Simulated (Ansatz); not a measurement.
## Optical response of PbO (Litharge): ground state and bands

Ansatz 0.2.0; DFT, PBE, plane-wave PAW, default files, scalar-relativistic, ground state.

First the ground state: is it a metal or has it a gap?

The database entry behind the starting cell differs from later determinations by our own check (an axis about 0.4 % long against later determinations), so it need not match the best structure at ambient conditions.

input.yaml reads:

```yaml
crystal:
  lattice:
    - [3.99, 0.0, 0.0]
    - [0.0, 3.99, 0.0]
    - [0.0, 0.0, 5.01]
  atoms:
    - { symbol: Pb, position: [0.5, 0.0, 0.76] }
    - { symbol: Pb, position: [0.0, 0.5, 0.24] }
    - { symbol: O, position: [0.5, 0.5, 0.0] }
    - { symbol: O, position: [0.0, 0.0, 0.0] }
kpoints:
  mp_grid: { grid: [6, 6, 5] }
  band_path:
    path:
      - [[0.0, 0.0, 0.0], [0.0, 0.5, 0.0], [0.5, 0.5, 0.0], [0.0, 0.0, 0.0], [0.0, 0.0, 0.5], [0.0, 0.5, 0.5], [0.5, 0.5, 0.5], [0.0, 0.0, 0.5]]
      - [[0.0, 0.5, 0.0], [0.0, 0.5, 0.5]]
      - [[0.5, 0.5, 0.0], [0.5, 0.5, 0.5]]
    npoints: 6
scf:
  occupations: { method: fermi_dirac, width: 0.05 }
  n_extra_bands: 8
hamiltonian:
  xc: pbe
  pseudopotentials: { kind: paw }
output:
  forces: true
  stress: true
  populations: true
  write_bands: true
  write_density: true
  write_potential: true
  elf: true
  volumetric_format: npy
```

The run is started by

```sh
$ ansatz run input.yaml --threads 4 --pin off --max-ram 8192MiB --backend cpu --events-out ev --progress --plain --runs-dir out
```

Before running it: what should come out for the electronic bands?

The 40 valence electrons fill 20 bands exactly, which allows a gap.

Valence density in the ac plane at fractional y = 0.000, with atoms of Pb and O within 0.2 Å of it. It is the smooth field of the valence electrons, not physical close to the nuclei.

ELF in the ac plane at fractional y = 0.000, with atoms of Pb and O within 0.2 Å of it.

Numbers from this step:

| Property | Result |
| --- | --- |
| volume | 79.76 Å³ |
| gap on the path | 1.145 eV |
| least direct gap on the path | 2.110 eV |

The electronic bands at the labelled points (eV, zero at the Fermi level; v1 is the highest filled band, c1 the lowest empty one):

| point | v4 | v3 | v2 | v1 | c1 | c2 | c3 | c4 |
| --- | --- | --- | --- | --- | --- | --- | --- | --- |
| Γ | -2.24 | -2.16 | -2.16 | -0.59 | 1.84 | 4.95 | 4.95 | 5.02 |
| halfway | -3.02 | -2.56 | -2.46 | -0.81 | 2.96 | 2.98 | 4.96 | 5.27 |
| X | -3.49 | -3.49 | -2.24 | -2.24 | 2.80 | 2.80 | 6.02 | 6.02 |
| halfway | -2.73 | -2.73 | -1.98 | -1.98 | 1.91 | 1.91 | 4.81 | 4.81 |
| M | -2.25 | -2.25 | -1.55 | -1.55 | 0.56 | 0.56 | 4.67 | 4.67 |
| halfway | -3.36 | -3.23 | -1.78 | -1.09 | 2.45 | 2.85 | 4.14 | 4.55 |
| Γ | -2.24 | -2.16 | -2.16 | -0.59 | 1.84 | 4.95 | 4.95 | 5.02 |
| halfway | -2.26 | -2.17 | -2.17 | -0.94 | 1.53 | 3.91 | 3.91 | 4.41 |
| Z | -2.28 | -2.19 | -2.19 | -1.53 | 1.47 | 3.35 | 3.35 | 3.64 |
| halfway | -2.85 | -2.58 | -1.70 | -1.51 | 1.70 | 2.56 | 3.97 | 5.95 |
| R | -3.46 | -3.46 | -1.57 | -1.57 | 2.49 | 2.49 | 5.65 | 5.65 |
| halfway | -2.25 | -2.25 | -2.06 | -2.06 | 2.84 | 2.84 | 3.99 | 3.99 |
| A | -2.85 | -2.85 | -1.55 | -1.55 | 2.82 | 2.82 | 4.18 | 4.18 |
| halfway | -3.28 | -2.16 | -1.77 | -1.64 | 1.89 | 3.06 | 3.28 | 5.77 |
| Z | -2.28 | -2.19 | -2.19 | -1.53 | 1.47 | 3.35 | 3.35 | 3.64 |
| jump to X | -3.49 | -3.49 | -2.24 | -2.24 | 2.80 | 2.80 | 6.02 | 6.02 |
| halfway | -3.48 | -3.48 | -1.86 | -1.86 | 2.64 | 2.64 | 5.83 | 5.83 |
| R | -3.46 | -3.46 | -1.57 | -1.57 | 2.49 | 2.49 | 5.65 | 5.65 |
| jump to M | -2.25 | -2.25 | -1.55 | -1.55 | 0.56 | 0.56 | 4.67 | 4.67 |
| halfway | -2.56 | -2.56 | -1.55 | -1.55 | 1.40 | 1.40 | 4.96 | 4.96 |
| A | -2.85 | -2.85 | -1.55 | -1.55 | 2.82 | 2.82 | 4.18 | 4.18 |

Ten even steps from '0' (0.01 × 1e0 e/Å³) to '9' (9.35 × 1e0 e/Å³), each cell a mean:
```
64100000000025
22000122210012
00001356520000
00001489731000
00001378621000
00000234310000
00000011100000
00000000000000
00000000000000
00000000000000
00000000000000
00000000000000
00000000000000
00000000000000
11000000000001
53100000000014
75100000000026
```

Ten even steps from '_' (0.00) to '@' (0.81), each cell a mean:
```
##@@@@++::--====--::::##@@%%
@@@@%%--::==--------::==@@@@
%%##==::--::..__..----::++##
==--::--==..______::==::::--
....::==++::______--++--....
__..--++++==::..::++++==::__
____--++**++++==++++++++::__
____::==******++******==..__
____..::++**######**==::____
________::==++**++--..______
__________..::::..__________
____________________________
--::..________________..::::
####++::..__________..--++##
@@@@%%++::__________::**%%@@
%%@@@@##--..______..==%%@@@@
==%%@@##--....::....==%%@@##
```

[Logs are printed without paths, hosts, clocks, repeated set-up lines and the standing remarks that a program may print on its own settings, such as how far it seeks lower states.]

[Hosts, paths, dates, database ids (printed as entryN), source tags and the programs' standing remarks are cut or masked in the printed files.]
